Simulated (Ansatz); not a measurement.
# Mo(100) film of 5 layers: lattice stability ahead of a resistivity run, part 2 of 3

The plan: relax Mo(100) film of 5 layers, check its phonons, and, if the lattice is stable, compute its Eliashberg function and ρ(T).

Ansatz 0.2.0; DFT PBEsol, scalar-relativistic, plane waves, PAW.

So far: The structure; Rough relaxation.

### Step 3. Relaxation

The structure is brought to rest under this functional.

input.yaml reads:

```yaml
crystal:
  lattice:
    - [3.0677796425, 0.0, 0.0]
    - [0.0, 3.0677796425, 0.0]
    - [0.0, 0.0, 36.399999664]
  atoms:
    - { symbol: Mo, position: [0.0, 0.0, 0.1538915305] }
    - { symbol: Mo, position: [0.5, 0.5, 0.1933172797] }
    - { symbol: Mo, position: [0.0, 0.0, 0.2376373648] }
    - { symbol: Mo, position: [0.5, 0.5, 0.2819574499] }
    - { symbol: Mo, position: [0.0, 0.0, 0.3213831991] }
  periodic: [true, true, false]
kpoints:
  mp_grid: { grid: [8, 8, 1] }
hamiltonian:
  xc: pbesol
scf:
  occupations: { method: gaussian, width: 0.1 }
output:
  forces: true
  stress: true
  eigenvalues: true
  write_density: true
  write_potential: true
  elf: true
  volumetric_format: npy
relax:
  adjacent_minimum: "off"
  f_tol: 0.005
  max_steps: 80
  cell: { stress_2d_tol: 0.02 }
```

On the command line:

```
$ ansatz run input.yaml --threads 4 --pin off --max-ram 16384MiB --backend cpu --events-out ev --progress --plain --runs-dir out
```

Numbers of over 12 decimals in the logs are rounded to 6 here.

Log:

```text
[the first part of the log is left out]
  E_core_change = 1.046497  (= ΣΔE_core)
  E_smearing   = -0.037571  (= −TS)
  E_closure    = -0.000000  (closes the sum)
  Σ components = -24482.973649   (vs F -24482.973649, Δ=0.00e0)
--- Forces (eV/Å), atoms counted from 1 ---
  atom   1  Mo     0.00000000     0.00000000    -0.00004234
  atom   2  Mo     0.00000000     0.00000000     0.00005834
  atom   3  Mo     0.00000000    -0.00000000     0.00000000
  atom   4  Mo     0.00000000     0.00000000    -0.00005834
  atom   5  Mo     0.00000000     0.00000000     0.00004234
  max |Σ_I F_I| component: 6.78e-21 eV/Å
--- 2D stress c σ (N/m, compression-positive) ---
       -0.000095       0.000000       0.000000
        0.000000      -0.000095       0.000000
        0.000000       0.000000       0.000000
  P = ½ c Tr σ = -0.0001 N/m
--- Band table (eV; the first three rows and the last of 15) ---
[...]
--- Relaxed structure (5 steps of the walk, 5 accepted, 1 SCFs on fresh bases) ---
[...]
cell:  # Å, volume = 341.3999 Å³
    - [3.062535, 0, 0.0]
    - [0, 3.062535, 0.0]
    - [0.0, 0.0, 36.399999664]
  atoms:
    - { symbol: Mo, position: [0, 0, 0.153673] }
    - { symbol: Mo, position: [0.5, 0.5, 0.193328] }
    - { symbol: Mo, position: [0, 0, 0.237637] }
    - { symbol: Mo, position: [0.5, 0.5, 0.281947] }
    - { symbol: Mo, position: [0, 0, 0.321601] }
```

Run time: 30 s. Hardware: 4 threads of Arm Neoverse V1, shared host; peak memory 0.79 GiB.

The steps of the relaxation:

| step | energy less that of the first step (eV) | largest force component (eV/Å) | volume (Å³) |
| --- | --- | --- | --- |
| 1 | 0.0000 | 0.0555 | 342.57 |
| 2 | -0.0001 | 0.0430 | 340.20 |
| 3 | -0.0008 | 0.0121 | 341.36 |
| 4 | -0.0008 | 0.0074 | 341.53 |
| 5 | -0.0009 | 0.0001 | 341.40 |
| 6 | -0.0008 | 0.0001 | 341.40 |

The log counts 1 steps on a newly chosen plane-wave basis, not all of them marked here; energy and pressure can jump at such steps.

| cell as run | before | after | change |
| --- | --- | --- | --- |
| a (Å) | 3.068 | 3.063 | -0.2 % |
| b (Å) | 3.068 | 3.063 | -0.2 % |

The relaxed structure:

```xyz
5
Lattice="3.0625 0.0000 0.0000 0.0000 3.0625 0.0000 0.0000 0.0000 36.4000" Properties=species:S:1:pos:R:3
Mo    0.0000    0.0000    5.5937
Mo    1.5313    1.5313    7.0371
Mo    0.0000    0.0000    8.6500
Mo    1.5313    1.5313   10.2629
Mo    0.0000    0.0000   11.7063
```

Electrostatic potential energy in the ca plane at fractional y = 0.000, with atoms of Mo within 0.2 Å of it. With pseudopotentials it is smooth inside the atoms' cores, unlike the true potential.

Values in eV, 5 rows by 16 columns, each cell a mean:
```
  0   0   0  -4 -44 -55  -6 -40 -58  -7 -36 -61  -9  -1   0   0
  0   0   0  -2 -12 -14  -4 -11 -16  -4 -10 -16  -3   0   0   0
  0   0   0  -1  -4  -5  -4  -4  -5  -4  -4  -5  -2   0   0   0
  0   0   0  -2 -20 -25  -4 -18 -27  -5 -16 -29  -5  -1   0   0
  0   0   0  -4 -52 -63  -7 -47 -67  -8 -43 -69 -10  -1   0   0
```
Columns run along c (16.0 Å, from fractional 0.02 to 0.46 of the cell; values clipped at the 3rd and 97th percentile), rows up along a (3.1 Å). Atoms in or near the plane, at fractional coordinates: Mo at (0.15, 0.00), Mo at (0.24, 0.00), Mo at (0.32, 0.00).

Valence density in the ca plane at fractional y = 0.000, with atoms of Mo within 0.2 Å of it. It is the smooth field of the valence electrons, not physical close to the nuclei.

Values in e/Å³, 5 rows by 16 columns, each cell a mean:
```
0.0 0.0 0.0 0.1 2.6 3.5 0.4 2.3 3.8 0.4 2.1 4.1 0.2 0.0 0.0 0.0
0.0 0.0 0.0 0.0 0.4 0.6 0.3 0.5 0.6 0.3 0.5 0.6 0.1 0.0 0.0 0.0
0.0 0.0 0.0 0.0 0.2 0.3 0.3 0.3 0.3 0.3 0.3 0.2 0.1 0.0 0.0 0.0
0.0 0.0 0.0 0.0 0.9 1.2 0.3 0.8 1.3 0.3 0.8 1.3 0.1 0.0 0.0 0.0
0.0 0.0 0.0 0.1 3.3 4.3 0.4 2.9 4.6 0.4 2.6 5.0 0.2 0.0 0.0 0.0
```
Columns run along c (16.0 Å, from fractional 0.02 to 0.46 of the cell), rows up along a (3.1 Å). Atoms in or near the plane, at fractional coordinates: Mo at (0.15, 0.00), Mo at (0.24, 0.00), Mo at (0.32, 0.00).

ELF in the ca plane at fractional y = 0.000, with atoms of Mo within 0.2 Å of it. It is the smooth field of the valence electrons, not physical close to the nuclei.

Ten even steps from '0' (0.00) to '9' (0.72), each cell a mean:
```
00000000001598894443798962535989931000000000
00000000011378864553478744654688621100000000
00000001122233335555322345554333222211000000
00000001234444456545654565456544444321000000
00000001223333345555533355555433333211000000
00000000111245544664345434654455421110000000
00000000001499983553699953544899831000000000
00000000001596694342785962435967940000000000
```
Columns run along c (16.0 Å, from fractional 0.02 to 0.46 of the cell), rows up along a (3.1 Å). Atoms in or near the plane, at fractional coordinates: Mo at (0.15, 0.00), Mo at (0.24, 0.00), Mo at (0.32, 0.00).

### Step 4. Tight relaxation

No force is left; the cell is relaxed once more with another smearing and tight thresholds.

input.yaml, the sections that differ from step 3:

```yaml
crystal:
  lattice:
    - [3.0625346891, 0.0, 0.0]
    - [0.0, 3.0625346891, 0.0]
    - [0.0, 0.0, 36.399999664]
  atoms:
    - { symbol: Mo, position: [0.0, 0.0, 0.1536733905] }
    - { symbol: Mo, position: [0.5, 0.5, 0.1933276] }
    - { symbol: Mo, position: [0.0, 0.0, 0.2376373648] }
    - { symbol: Mo, position: [0.5, 0.5, 0.2819471296] }
    - { symbol: Mo, position: [0.0, 0.0, 0.3216013391] }
  periodic: [true, true, false]
kpoints:
  mp_grid: { grid: [10, 10, 1] }
scf:
  occupations: { method: methfessel_paxton, width: 0.2 }
relax:
  adjacent_minimum: "off"
  f_tol: 0.001
  max_steps: 60
  cell: { stress_2d_tol: 0.002 }
# hamiltonian, output: as in step 3
```

Log:

```text
[the first part of the log is left out]
  E_core_change = 1.046497  (= ΣΔE_core)
  E_smearing   = -0.038041  (= −TS)
  E_closure    = -0.000000  (closes the sum)
  Σ components = -24482.906405   (vs F -24482.906405, Δ=0.00e0)
--- Forces (eV/Å), atoms counted from 1 ---
  atom   1  Mo     0.00000000     0.00000000    -0.00002316
  atom   2  Mo     0.00000000     0.00000000     0.00005246
  atom   3  Mo    -0.00000000    -0.00000000     0.00000000
  atom   4  Mo     0.00000000     0.00000000    -0.00005246
  atom   5  Mo     0.00000000     0.00000000     0.00002316
  max |Σ_I F_I| component: 1.26e-29 eV/Å
--- 2D stress c σ (N/m, compression-positive) ---
        0.000372       0.000000       0.000000
        0.000000       0.000372       0.000000
        0.000000       0.000000       0.000000
  P = ½ c Tr σ = 0.0004 N/m
--- Band table (eV; the first three rows and the last of 21) ---
[...]
--- Relaxed structure (5 steps of the walk, 4 accepted, 1 SCFs on fresh bases) ---
[...]
cell:  # Å, volume = 342.4648 Å³
    - [3.067307, 0, 0.0]
    - [0, 3.067307, 0.0]
    - [0.0, 0.0, 36.399999664]
  atoms:
    - { symbol: Mo, position: [0, 0, 0.153886] }
    - { symbol: Mo, position: [0.5, 0.5, 0.193485] }
    - { symbol: Mo, position: [0, 0, 0.237637] }
    - { symbol: Mo, position: [0.5, 0.5, 0.281790] }
    - { symbol: Mo, position: [0, 0, 0.321389] }
```

It took 43 s on 4 threads; peak memory 0.85 GiB.

Step by step:

```csv
step,energy less that of the first step (eV),largest force component (eV/Å),volume (Å³)
1,0.0000,0.0680,341.40
2,0.0015,0.1488,343.65
3,-0.0006,0.0030,342.37
4,-0.0006,0.0026,342.43
5,-0.0006,0.0001,342.46
6,-0.0007,0.0001,342.46
```

The log counts 1 steps on a newly chosen plane-wave basis, not all of them marked here; energy and pressure can jump at such steps. Relaxation step 2 was tried and not accepted.

| cell as run | before | after | change |
| --- | --- | --- | --- |
| a (Å) | 3.063 | 3.067 | +0.2 % |
| b (Å) | 3.063 | 3.067 | +0.2 % |

Final coordinates:

```xyz
5
Lattice="3.0673 0.0000 0.0000 0.0000 3.0673 0.0000 0.0000 0.0000 36.4000" Properties=species:S:1:pos:R:3
Mo    0.0000    0.0000    5.6014
Mo    1.5337    1.5337    7.0429
Mo    0.0000    0.0000    8.6500
Mo    1.5337    1.5337   10.2571
Mo    0.0000    0.0000   11.6986
```

Electrostatic potential energy in the ca plane at fractional y = 0.000, with atoms of Mo within 0.2 Å of it. With pseudopotentials it is smooth inside the atoms' cores, unlike the true potential.

Values in eV, 5 rows by 16 columns, each cell a mean:
```
  0   0   0  -4 -44 -55  -6 -40 -58  -7 -37 -60  -9  -1   0   0
  0   0   0  -2 -11 -14  -4 -11 -16  -4 -10 -16  -3   0   0   0
  0   0   0  -1  -4  -5  -4  -4  -5  -4  -4  -5  -2   0   0   0
  0   0   0  -2 -20 -25  -4 -18 -27  -5 -16 -28  -4  -1   0   0
  0   0   0  -4 -51 -64  -7 -47 -67  -8 -43 -69 -10  -1   0   0
```
Columns run along c (16.0 Å, from fractional 0.02 to 0.46 of the cell; values clipped at the 3rd and 97th percentile), rows up along a (3.1 Å). Atoms in or near the plane, at fractional coordinates: Mo at (0.15, 0.00), Mo at (0.24, 0.00), Mo at (0.32, 0.00).

Valence density in the ca plane at fractional y = 0.000, with atoms of Mo within 0.2 Å of it. It is the smooth field of the valence electrons, not physical close to the nuclei.

Ten even steps from '0' (0.0 e/Å³) to '9' (6.5 e/Å³), each cell a mean:
```
00000000000159951000389720001698400000000000
00000000000024420000134210000243100000000000
00000000000000000000000000000000000000000000
00000000000000000000000000000000000000000000
00000000000000000000000000000000000000000000
00000000000001110000011100000111000000000000
00000000000037731000257510001476300000000000
00000000000169961000399830002799500000000000
```
Columns run along c (16.0 Å, from fractional 0.02 to 0.46 of the cell), rows up along a (3.1 Å). Atoms in or near the plane, at fractional coordinates: Mo at (0.15, 0.00), Mo at (0.24, 0.00), Mo at (0.32, 0.00).

ELF in the ca plane at fractional y = 0.000, with atoms of Mo within 0.2 Å of it. It is the smooth field of the valence electrons, not physical close to the nuclei.

Ten even steps from '0' (0.00) to '9' (0.72), each cell a mean:
```
00000000001598894443798962535989931000000000
00000000111378864553478744654688621100000000
00000001122223335555322345554333222211000000
00000001234444455545654565456544443321000000
00000001223333345555533355555433333221000000
00000000111245544664345434654455421110000000
00000000001499984553699953544899831000000000
00000000001596694342785962435967940000000000
```
Columns run along c (16.0 Å, from fractional 0.02 to 0.46 of the cell), rows up along a (3.1 Å). Atoms in or near the plane, at fractional coordinates: Mo at (0.15, 0.00), Mo at (0.24, 0.00), Mo at (0.32, 0.00).

### Step 5. Lattice stability: q 2×2×1, k 6×6×1

Before any scattering is computed, the phonons show whether the structure is a minimum.

input.yaml reads:

```yaml
crystal:
  lattice:
    - [3.0673074507, 0.0, 0.0]
    - [0.0, 3.0673074507, 0.0]
    - [0.0, 0.0, 36.399999664]
  atoms:
    - { symbol: Mo, position: [0.0, 0.0, 0.153885501] }
    - { symbol: Mo, position: [0.5, 0.5, 0.1934849484] }
    - { symbol: Mo, position: [0.0, 0.0, 0.2376373648] }
    - { symbol: Mo, position: [0.5, 0.5, 0.2817897812] }
    - { symbol: Mo, position: [0.0, 0.0, 0.3213892286] }
  periodic: [true, true, false]
kpoints:
  mp_grid: { grid: [6, 6, 1] }
hamiltonian:
  xc: pbesol
scf:
  occupations: { method: methfessel_paxton, width: 0.2 }
output:
  eigenvalues: true
phonons:
  method: dfpt
  qmesh: [2, 2, 1]
  temperatures: { t_max: 1000, t_step: 50 }
  qpath:
    path: [[0.0, 0.0, 0.0], [0.0, 0.5, 0.0], [0.5, 0.5, 0.0], [0.0, 0.0, 0.0]]
    npoints: 10
```

Log:

```text
Warning: crystal.symmetry: narrowed to the stabiliser of the run's FFT grids — unitary ops 16 → 8. A phonons.method: dfpt run fills in the rows of the dynamical matrix that it does not solve by its symmetry operations, which is exact only for operations that map its FFT grids onto themselves: filled in by any other, the frequencies could depend on the order in which like atoms are typed, or, by more than the grids' own error, on where the crystal sits among the grids' points. Excluded: 8 operations. The run can therefore solve more perturbations, solve them on more k-points, or both, and cost more. [rest of the remark cut]
[...]
Crystal: 5 atoms, lattice volume = 342.465 Å³
Basis set: ecut = 420 eV, 6713 PW (Γ), exchange–correlation on 48×48×500 points (8 copies of the dense FFT grid, shifted against one another)
Bands: 42, of which v1, the nominal top of the filled ones, is band 35 counted from 1 (34 counted from 0)
Symmetry: 16 space group operations
k-points: 10 of 36 (irreducible under 8 space group operations)
[...]
SCF iter   1: F=—  HF=-24482.919036 eV  |F-HF|=—  |Δ(HF+E_count)|=         —  Δρ=8.19e-3  dr2=1.05e0  ethr=1.77e-3  ⟨swp⟩=11.0  Hψ=2430  notcnv=0
[...]
SCF iter  13: F=-24482.857019 eV  HF=-24482.857019 eV  |F-HF|=6.69e-10  |Δ(HF+E_count)|=  8.40e-10  S|Δr|=    0.00e0  Δρ=2.95e-8  dr2=3.52e-12  ethr=1.00e-12  ⟨swp⟩=19.0  Hψ=3435  notcnv=0
SCF 1 converged in 13 iterations: F = -24482.857019 eV  dr2 = 3.52e-12
[...]
phonons: the bands overlap, so this run is a metal and interpolates without the dipole-dipole term. If the crystal is really an insulator or semiconductor, its LO-TO splitting is missing
NSCF: frozen V_eff on 10 k-points
[...]
DFPT response loops at q = (0, 0, 0) (fractional): preconditioner auto → none (partly filled bands, converged f_vac=0.718); β = 0.50; Broyden in place of MSR1
[...]
SCF converged after 13 iterations
Stability not checked: this state was not tested for a lower state beside it, because cold or Methfessel-Paxton smearing, or corrected tetrahedra, fill the levels in a way that the test cannot read (fill_not_monotonic; see scf.lower_state_search)
Free energy (F): -24482.857019 eV
[...]
Internal energy: -24482.844874 eV  (E = F + TS)
E sigma→0 (E₀):  -24482.853983 eV
Entropy (-TS):   -0.012145 eV (-2.429 meV/atom)
Fermi energy:    -4.112064 eV
[...]
--- Band table (eV; the first three rows and the last of 10) ---
  k-point 0: bands = [... 31 lower, -5.0104, -5.0104, -4.4492, -4.4363, -4.2452, -4.2305, -4.1799, -4.1799, ... 3 higher]
  k-point 1: bands = [... 31 lower, -5.1812, -4.9885, -4.9561, -4.9060, -3.9198, -3.8045, -3.5153, -3.5087, ... 3 higher]
  k-point 2: bands = [... 31 lower, -5.5244, -5.2646, -4.7282, -4.5694, -3.9574, -3.7943, -3.4900, -3.2995, ... 3 higher]
  k-point 9: bands = [... 31 lower, -4.7270, -4.7270, -2.4603, -2.3931, -2.1111, -2.1111, -1.8765, -1.8253, ... 3 higher]
--- Phonons (Γ-DFPT): 10 representative perturbations + reference (Σ response iterations 58) ---
  ASR residual: 9.193e-5 → 0.000e0 eV/Å²; symmetrization residual: 2.995e-5 eV/Å²
  The last average, over the group as it would stand without the narrowing to the FFT grids, took up to 1.482e-5 eV/Å² of the zone centre's force constants
  ASR residual per site (eV/Å²): 3.52e-5 2.60e-5 9.19e-5 2.35e-5 1.76e-5
  Γ frequencies (cm⁻¹): 0.00 0.00 0.00 69.24 69.24 98.03 98.03 136.79 142.45 170.00 170.00 213.89 213.89 222.51 246.29
--- Phonons (arbitrary-q DFPT): 3 irreducible q on the 2×2×1 mesh ---
  q = [0.0000, 0.0000, 0.0000] (star 1, of the zone-centre solve; hermiticity 4.43e-6, symmetrization 7.74e-13, taken by the last average 1.10e-6): 0.00 0.00 0.00 69.24 69.24 98.03 98.03 136.79 142.45 170.00 170.00 213.89 213.89 222.51 246.29
  q = [0.0000, -0.5000, 0.0000] (star 2, 15 solved perturbations on 16 of 36 k-point pairs; hermiticity 2.37e-6, symmetrization 4.09e-9, taken by the last average 6.30e-7): -94.77 -92.08 -85.38 -83.64 117.38 119.92 156.70 158.09 168.28 169.78 181.84 183.60 251.30 264.33 280.43
  q = [-0.5000, -0.5000, 0.0000] (star 1, 10 solved perturbations in 130 linear systems a pass and spin channel, the states on 16 of 36 k-point pairs; hermiticity 2.36e-6, symmetrization 4.30e-9, taken by the last average 7.68e-7): -137.36 -137.36 -123.20 -123.20 169.17 170.91 185.39 189.24 197.16 197.16 206.18 237.55 237.55 242.79 242.79
  sum rule: each row above includes the acoustic sum rule's correction from the zone centre's row sums; it moved no ω² by more than (0.51 cm⁻¹)²
  mesh force constants: q→R imaginary residual 8.85e-18; ASR residual 9.193e-5 → 0.000e0 eV/Å²; symmetrization residual 1.421e-14 eV/Å²
  interpolated dispersion: 31 rows × 15 modes
  density of states and harmonic sums: on the 20×20×1 q-mesh, interpolated from the force constants of a 2×2×1 supercell (no non-analytic term)
  largest difference from the sums on the solved wave vectors: F 8.73e-2 eV, S 1.09e-4 and C_V 2.24e-5 eV/K
  zero-point energy: 0.127705 eV/cell   skipped modes (ω ≤ 0): 227, of them read as no rigid motion or as one in doubt: 224 (3.490e0 modes/cell left out, lowest -137.36 cm⁻¹)   left out of the sums: 2.33e-1 of the cell's modes: C_V's classical limit lies that fraction below 3 k_B per atom; for a crystal, a wire or a layer, F and S can be off by more, and a phonons.interpolated_qmesh denser along its periods is the remedy for the sampling
```

Wall time 6 min (4 threads); peak memory 1.4 GiB.

In the SCF lines HF is the Harris–Foulkes energy and dr2 the Hartree energy of the density residual, in eV; the loop may stop once dr2 is under the threshold and the program's other checks hold. Hψ counts applications of the Hamiltonian.

Numbers from this step:

| Quantity | Value |
| --- | --- |
| share of imaginary modes in the plain interpolation between solved wavevectors | 0.2334 |
| highest frequency, solved or plainly interpolated | 280.4 cm⁻¹ |

Solved on the 2×2×1 mesh alone; all other wavevectors are interpolated. The phonon branches at the labelled points (cm⁻¹):

| point | branch 1 | branch 2 | branch 3 | branch 4 | branch 12 | branch 13 | branch 14 | branch 15 |
| --- | --- | --- | --- | --- | --- | --- | --- | --- |
| Γ | 0 | 0 | 0 | 69 | 214 | 214 | 222 | 246 |
| halfway | -50 | -43 | -34 | -31 | 201 | 213 | 247 | 252 |
| X | -95 | -92 | -85 | -84 | 184 | 251 | 264 | 280 |
| halfway | -117 | -113 | -110 | -104 | 202 | 241 | 252 | 261 |
| M | -137 | -137 | -123 | -123 | 238 | 238 | 243 | 243 |
| halfway | -87 | -82 | -79 | -77 | 209 | 235 | 235 | 240 |
| Γ | 0 | 0 | 0 | 69 | 214 | 214 | 222 | 246 |

Lowest modes at the softest wavevector of the mesh. Modes at q = (0.500, 0.500, 0.000) (negative means imaginary):

| mode | frequency (cm⁻¹) |
| --- | --- |
| 1 | -137.4 |
| 2 | -137.4 |
| 3 | -123.2 |
| 4 | -123.2 |
| 5 | 169.2 |
| 6 | 170.9 |

Displacements in mode 1 (-137.4 cm⁻¹), the largest set to 1, in the home cell:
```
Mo1 -0.20 -1.00  0.00
Mo2 -0.06 -0.01  0.00
Mo3  0.00  0.00  0.00
Mo4  0.06  0.01  0.00
Mo5  0.20  1.00  0.00
```

Displacements in mode 6 (170.9 cm⁻¹), the largest set to 1, in the home cell:
```
Mo1  0.00  0.00  1.00
Mo2  0.00  0.00  0.00
Mo3  0.00  0.00 -0.17
Mo4  0.00  0.00  0.00
Mo5  0.00  0.00  1.00
```

Among the solved wavevectors the lowest mode, translations apart, is -137 cm⁻¹, imaginary.

(Part 2 of 3 ends here.)

[Logs are printed without paths, hosts, clocks, repeated set-up lines and the standing remarks that a program may print on its own settings, such as how far it seeks lower states.]

[Hosts, paths, dates, database ids (printed as entryN), source tags and the programs' standing remarks are cut or masked in the printed files.]
